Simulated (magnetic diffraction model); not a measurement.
## Which magnetic order? TbCeTe5

Space group Cmcm (no. 63), a = 4.4590 Å, b = 42.7920 Å, c = 4.4060 Å.

```
site  atom    x       y    z
  4c    Tb  1/2  0.4038  3/4
  4c    Ce  1/2  0.1933  3/4
  4c    Te  1/2  0.1180  3/4
  4c    Te  1/2  0.3274  3/4
  4c    Te    0  0.2498  3/4
  4c    Te    0  0.4581  3/4
  4c    Te    0  0.0416  3/4
```

The compound is invented for this exercise: a known structure type with other elements, its cell scaled to their sizes and not relaxed.

Only Tb and Ce are taken to order (form factors of Tb3+ and Ce3+); orders and moment sizes are assumed, and not adapted to the symmetry. Radiation: neutrons of λ = 2.567 Å, 1.5° to 60°; isotropic B of 0.38 Å² (Tb), 0.43 Å² (Ce) and 0.52 Å² (Te). Simulated constant-wavelength pattern: nuclear and magnetic terms add, the magnetic one as |2.695 fm × Σ f S⊥ exp(2πi Q·r) exp(−B s²)|², summed over all Q at one angle with the factor 1/(sin²θ cos θ). For a modulated order the moment at position r is S exp(−2πi k·r) + c.c., with S = m/2 for a sine wave of amplitude m and S = m(u + iv)/2 for moments turning in a plane, u and v being orthogonal unit vectors in it; the phase factor of the sum at Q = H + k is then exp(2πi H·r). Free-ion form factors, Sears's scattering lengths of 1992, no absorption; a label names one of the reflections at its angle. The strongest nuclear line in the range is 100, and lines under 0.2 are left out.

Above the ordering temperature:

```
2θ (°)     index      I
  6.88   (0 2 0)    0.4
 13.78   (0 4 0)    0.6
 20.73   (0 6 0)    7.2
 27.77   (0 8 0)    0.8
 33.64   (1 1 0)    1.4
 34.60   (0 2 1)    1.3
 34.91  (0 10 0)    0.6
 36.73   (0 4 1)    1.7
 37.88   (1 5 0)    1.6
 41.74   (1 7 0)    0.3
 42.19  (0 12 0)    0.7
 46.48   (1 9 0)    3.0
 48.49   (1 1 1)   14.9
 49.43  (0 10 1)   10.6
 49.58   (1 3 1)    7.2
 49.66  (0 14 0)   39.0
 51.71   (1 5 1)  100.0
 51.93  (1 11 0)    7.9
 54.80   (1 7 1)    8.7
 57.98  (1 13 0)    7.9
 58.75   (1 9 1)   77.1
```

Below it (cell unchanged):

```csv
2θ (°),I
6.30,36.8
6.88,0.4
7.45,26.3
13.21,35.4
13.78,0.6
14.36,29.9
20.15,20.4
20.73,7.2
21.32,18.1
27.18,0.2
27.77,0.8
28.36,0.2
33.59,12.3
33.64,1.4
33.71,12.2
33.88,1.1
34.31,7.9
34.49,29.0
34.60,1.3
34.73,28.3
34.91,0.6
34.93,1.1
35.29,1.0
35.51,7.4
36.50,12.0
36.73,1.7
36.96,11.5
37.60,13.5
37.88,1.6
38.16,13.1
39.73,4.8
40.37,4.6
41.39,2.6
41.58,1.9
41.74,0.3
42.11,2.5
```
(The table stops after 36 lines; 36 more lie at higher angle.)

**Question.** Find the propagation vector, then choose among these models:
A. moments turning in the plane of [010] and [100], 7.8 μB on Tb and 1.4 μB on Ce; signs + at (1/2, 0.4038, 3/4), + at (0, 0.0962, 1/4), + at (1/2, 0.1933, 3/4), − at (0, 0.3067, 1/4)
B. a sine wave with moments along [001] (amplitudes given), 7.8 μB on Tb and 1.4 μB on Ce; signs + at (1/2, 0.4038, 3/4), + at (0, 0.0962, 1/4), + at (1/2, 0.1933, 3/4), − at (0, 0.3067, 1/4)
C. moments turning in the plane of [001] and [100], 7.8 μB on Tb and 1.4 μB on Ce; signs + at (1/2, 0.4038, 3/4), + at (0, 0.0962, 1/4), + at (1/2, 0.1933, 3/4), − at (0, 0.3067, 1/4)
D. moments turning in the plane of [010] and [001], 7.8 μB on Tb and 1.4 μB on Ce; signs + at (1/2, 0.4038, 3/4), + at (0, 0.0962, 1/4), + at (1/2, 0.1933, 3/4), − at (0, 0.3067, 1/4)

The new lines index as (0 11/6 0) at 6.30°, (0 13/6 0) at 7.45°, (0 23/6 0) at 13.21° and (0 25/6 0) at 14.36°, that is as H ± k with k = (0 1/6 0). Satellites come in pairs about each point of the reciprocal lattice. Below the range, at 0.57°, lies the magnetic line (0 1/6 0) with 32079.

Magnetic intensity, observed (below minus above) and for each model:

| 2θ (°) | index | observed | A | B | C | D |
| --- | --- | --- | --- | --- | --- | --- |
| 6.30 | (0 11/6 0) | 36.8 | 36.8 | 36.8 | 73.5 | 36.8 |
| 7.45 | (0 13/6 0) | 26.3 | 26.3 | 26.3 | 52.5 | 26.3 |
| 13.21 | (0 23/6 0) | 35.4 | 35.4 | 35.4 | 70.8 | 35.4 |
| 14.36 | (0 25/6 0) | 29.9 | 29.9 | 29.9 | 59.8 | 29.9 |
| 20.15 | (0 35/6 0) | 20.4 | 20.4 | 20.4 | 40.7 | 20.4 |
| 21.32 | (0 37/6 0) | 18.1 | 18.1 | 18.1 | 36.3 | 18.1 |
| 34.49 | (0 11/6 1) | 29.0 | 29.0 | 0.5 | 15.2 | 14.7 |
| 34.73 | (0 13/6 1) | 28.3 | 28.3 | 0.7 | 15.2 | 14.5 |

Model A matches.

The structure used: k = (0 1/6 0), moments turning in the plane of [010] and [100], 7.8 μB on Tb and 1.4 μB on Ce; signs + at (1/2, 0.4038, 3/4), + at (0, 0.0962, 1/4), + at (1/2, 0.1933, 3/4), − at (0, 0.3067, 1/4).

[Logs are printed without paths, hosts, clocks, repeated set-up lines and the standing remarks that a program may print on its own settings, such as how far it seeks lower states.]
